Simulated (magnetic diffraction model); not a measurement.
**Moment size from magnetic intensity in Ho2VSbO8**

Space group I-4m2 (no. 119), a = 7.1070 Å, c = 6.2610 Å.

| site | atom | x | y | z |
| --- | --- | --- | --- | --- |
| 2d | Ho | 1/2 | 0 | 1/4 |
| 2a | Ho | 0 | 0 | 0 |
| 2c | Sb | 0 | 1/2 | 1/4 |
| 2b | V | 0 | 0 | 1/2 |
| 8i | O | 0.1847 | 0 | 0.3251 |
| 8i | O | 0 | 0.3233 | 0.0864 |

This is a made-up structure (elements placed in a structure type, unrelaxed), so the numbers test the method and describe no known phase.

Only Ho is taken to order (form factors of Ho3+); orders and moment sizes are assumed, and not adapted to the symmetry. Radiation: neutrons of λ = 2.52 Å, 3° to 80°; isotropic B of 0.18 Å² (Ho), 0.21 Å² (Sb), 0.2 Å² (V) and 0.36 Å² (O). The intensities are simulated: I ∝ L Σ (|F_N|² + |F_M⊥|²) for unpolarised neutrons, with F_M = 2.695 fm/μB × Σ f(s) S exp(2πi Q·r) exp(−B s²) at Q = H ± k (one set where k and −k are equivalent), only the part normal to Q counting and L = 1/(sin²θ cos θ). For collinear order S is the moment m, which repeats by lattice and centring translations R with the sign exp(−2πi k·R). Form factors are spin-only for 3d ions and dipole or tabulated for f ions, scattering lengths are Sears's of 1992, and absorption is left out. A label names one of the reflections at its angle. The strongest nuclear line in the range is 100, and lines under 0.2 are left out.

In a first state the assumed order is k = (0 0 0), collinear moments along [101], 7.2 μB on Ho; signs + at (1/2, 0, 1/4), + at (0, 0, 0), with this pattern:

```
2θ (°)    index  nuclear  magnetic
 29.04  (1 1 0)      8.7       0.0
 31.11  (1 0 1)     13.2     134.1
 41.53  (2 0 0)     79.0      83.9
 47.47  (0 0 2)      2.8       0.0
 52.79  (2 1 1)     14.4      97.0
 56.61  (1 1 2)     13.1      74.1
 60.19  (2 2 0)      3.5      38.6
 64.88  (2 0 2)     92.7       0.0
 68.20  (3 1 0)      2.9       0.0
 69.31  (3 0 1)    100.0      28.1
 77.99  (1 0 3)     66.6      18.4
```

**Question.** Nearer the ordering temperature the line at 31.11° has total intensity 46.8 on the same scale, and all moments have shrunk alike. How large is the Ho moment?

The nuclear part, 13.2, stays, so the magnetic part is 33.5 against 134.1. It goes as m², so m = 7.2 × √(33.5/134.1) = 3.60 μB; the value used was 3.6 μB.

[Logs are printed without paths, hosts, clocks, repeated set-up lines and the standing remarks that a program may print on its own settings, such as how far it seeks lower states.]
